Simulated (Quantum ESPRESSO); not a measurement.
**InP (F-43m): from strain to phonon shift**

Aim: the phonon deformation potentials p and q of InP (F-43m), tested on a biaxially strained cell.

Main program and level: Quantum ESPRESSO 7.5; DFT PBE, scalar-relativistic, plane waves, PseudoDojo norm-conserving pseudopotentials.

The database entry behind the starting cell differs from later determinations by our own check (0.1 to 0.3 % short, probably kX units), so it need not match the best structure at ambient conditions.

## 1. The relaxed structure

Symmetry: F-43m, No. 216, cubic system. Conventional cell: a = 5.961 Å, b = 5.961 Å, c = 5.961 Å, α = 90.00°, β = 90.00°, γ = 90.00°. Nearest to In lie 4 P at 2.58 Å. Nearest to P lie 4 In at 2.58 Å. Farther neighbours are not listed.

Structure file:

```cif
data_structure
_symmetry_space_group_name_H-M 'F-43m'
_symmetry_Int_Tables_number 216
_cell_length_a 5.9611
_cell_length_b 5.9611
_cell_length_c 5.9611
_cell_angle_alpha 90.000
_cell_angle_beta 90.000
_cell_angle_gamma 90.000
_cell_volume 211.82
loop_
_atom_site_label
_atom_site_type_symbol
_atom_site_symmetry_multiplicity
_atom_site_Wyckoff_symbol
_atom_site_fract_x
_atom_site_fract_y
_atom_site_fract_z
_atom_site_occupancy
In1 In 4 a 0.00000 0.00000 0.00000 1
P1 P 4 d 0.25000 0.25000 0.75000 1
```

This is the cell after its relaxation at this level of theory, not the database cell from which that began.

## 2. Uniaxial strain

The relaxed cell is stretched along z alone. This keeps all atoms on sites fixed by symmetry and splits the threefold mode into a singlet, polarised along z, and a doublet. The macroscopic field is left out, so these are transverse modes. Cutoff 77 Ry, k mesh 8×8×8.

From the response at ε_zz = 0.01:

Log:

```text
[banners, grids, parts of the stress and lines that vanish by symmetry left out]
Program PHONON v.7.5
     Reading xml data from directory:

[...]
Exchange-correlation= PBE
                           (   1   4   3   4   0   0   0)
[...]
kinetic-energy cut-off    =      77.0000  Ry
     charge density cut-off    =     308.0000  Ry
     convergence threshold     =      1.0E-18
[...]
Exchange-correlation= PBE
                           (   1   4   3   4   0   0   0)
[...]
q = (   0.0000000   0.0000000   0.0000000 )
      9 Sym.Ops. (with q -> -q+G )
     G cutoff =  499.9772  (  32967 G-vectors)     FFT grid: ( 45, 45, 45)
     number of k points=    59
[...]
Mode symmetry, D_2d (-42m) point group:
[...]
Representation #   1 mode #   1
[...]
End of self-consistent calculation
     Convergence has been achieved
     Representation #   2 mode #   2
[...]
End of self-consistent calculation
     Convergence has been achieved
     Representation #   3 modes #   3   4
[...]
End of self-consistent calculation
     Convergence has been achieved
     Representation #   4 modes #   5   6
[...]
End of self-consistent calculation
     Convergence has been achieved
[...]
q = (    0.000000000   0.000000000   0.000000000 )
[...]
freq (    1) =      -0.026646 [THz] =      -0.888803 [cm-1]
     freq (    2) =      -0.026646 [THz] =      -0.888803 [cm-1]
     freq (    3) =       0.018515 [THz] =       0.617587 [cm-1]
     freq (    4) =       8.412110 [THz] =     280.597790 [cm-1]
     freq (    5) =       8.412110 [THz] =     280.597790 [cm-1]
     freq (    6) =       8.437050 [THz] =     281.429697 [cm-1]
[...]
Mode symmetry, D_2d (-42m) point group:
     freq (   1-   2) =         -0.9  [cm-1]   --> E    X_5  W_3   I+R
     freq (   3-   3) =          0.6  [cm-1]   --> B_2  X_3  W_2   I+R
     freq (   4-   5) =        280.6  [cm-1]   --> E    X_5  W_3   I+R
     freq (   6-   6) =        281.4  [cm-1]   --> B_2  X_3  W_2   I+R

   JOB DONE.
```

```tsv
ε_zz	singlet (cm⁻¹)	doublet (cm⁻¹)	σ_zz (GPa)	σ_xx (GPa)
-0.01	287.73	288.76	-0.875	-0.471
-0.005	286.21	286.70	-0.432	-0.228
0	284.65	284.65	0.005	0.005
0.005	283.05	282.62	0.438	0.230
0.01	281.43	280.60	0.865	0.446
```

Stress is counted positive in tension.

## 3. The fit

To first order ω² − ω₀² = p ε_zz + q (ε_xx + ε_yy) for the mode along z, and likewise for x and y. With ε_zz alone the singlet gives p and the doublet q.

The linear terms of parabolas through ω² are p = -2.21 ω₀² and q = -2.87 ω₀², with ω₀ = 284.6 cm⁻¹. Those of the stresses are C11 = 87 GPa and C12 = 46 GPa. Under hydrostatic strain p and q imply γ = −(p + 2q)/(6 ω₀²) = 1.32.

A layer held to an in-plane strain ε and free along z takes ε_zz = −2 (C12/C11) ε = -1.054 ε. To first order the singlet then shifts by (q − p C12/C11) ε / ω₀ = -484 ε cm⁻¹. For ε = -0.006, ε_zz = 0.00632, the formulas for ω² predict 287.54 cm⁻¹ for the singlet and 286.40 cm⁻¹ for the doublet.

## 4. A biaxially strained cell

This run was no part of the fit.

Log:

```text
[banners, grids, parts of the stress and lines that vanish by symmetry left out]
[banner, memory and clock lines left out]
Program PHONON v.7.5

[...]
Exchange-correlation= PBE
                           (   1   4   3   4   0   0   0)
[...]
kinetic-energy cut-off    =      77.0000  Ry
     charge density cut-off    =     308.0000  Ry
     convergence threshold     =      1.0E-18
[...]
Exchange-correlation= PBE
                           (   1   4   3   4   0   0   0)
[...]
q = (   0.0000000   0.0000000   0.0000000 )
      9 Sym.Ops. (with q -> -q+G )
     G cutoff =  495.1796  (  32431 G-vectors)     FFT grid: ( 45, 45, 45)
     number of k points=    59
[...]
Mode symmetry, D_2d (-42m) point group:
[...]
Representation #   1 mode #   1
[...]
End of self-consistent calculation
     Convergence has been achieved
     Representation #   2 mode #   2
[...]
End of self-consistent calculation
     Convergence has been achieved
     Representation #   3 modes #   3   4
[...]
End of self-consistent calculation
     Convergence has been achieved
     Representation #   4 modes #   5   6
[...]
End of self-consistent calculation
     Convergence has been achieved
[...]
q = (    0.000000000   0.000000000   0.000000000 )
[...]
freq (    1) =      -0.022083 [THz] =      -0.736613 [cm-1]
     freq (    2) =      -0.022083 [THz] =      -0.736613 [cm-1]
     freq (    3) =       0.022682 [THz] =       0.756600 [cm-1]
     freq (    4) =       8.584653 [THz] =     286.353204 [cm-1]
     freq (    5) =       8.584653 [THz] =     286.353204 [cm-1]
     freq (    6) =       8.621036 [THz] =     287.566792 [cm-1]
[...]
Mode symmetry, D_2d (-42m) point group:
     freq (   1-   2) =         -0.7  [cm-1]   --> E    X_5  W_3   I+R
     freq (   3-   3) =          0.8  [cm-1]   --> B_2  X_3  W_2   I+R
     freq (   4-   5) =        286.4  [cm-1]   --> E    X_5  W_3   I+R
     freq (   6-   6) =        287.6  [cm-1]   --> B_2  X_3  W_2   I+R
```

```tsv
mode	predicted (cm⁻¹)	run (cm⁻¹)
singlet	287.54	287.57
doublet	286.40	286.35
```

The stress along z is 0.008 GPa and that in the plane -0.511 GPa; the unstrained cell carries 0.005 GPa.

## 5. Summary of results

```yaml
p_in_units_of_the_squared_frequency: -2.214
q_same_units: -2.867
shift_of_the_singlet_per_unit_of_biaxial_strain: -484 cm⁻¹
c11_and_c12: 87 and 46 GPa
```

**Reading.** To first order, one per cent of tensile biaxial strain moves the singlet of InP (F-43m) by -4.8 cm⁻¹ and the doublet by -2.9 cm⁻¹; the formulas miss the test run by up to 0.05 cm⁻¹. In backscattering from (001) the mode polarised along z is the one seen in diamond and zinc-blende crystals; in a polar crystal it is the LO mode, whose potentials differ somewhat from these. The third potential, r, needs shear strain and a relaxation of the atoms, which was not run. These are harmonic values at zero temperature.

[Host names and launcher messages were left out of these logs when they were recorded.]

[Logs are printed without paths, hosts, clocks, repeated set-up lines and the standing remarks that a program may print on its own settings, such as how far it seeks lower states.]

[Hosts, paths, dates, database ids (printed as entryN), source tags and the programs' standing remarks are cut or masked in the printed files.]
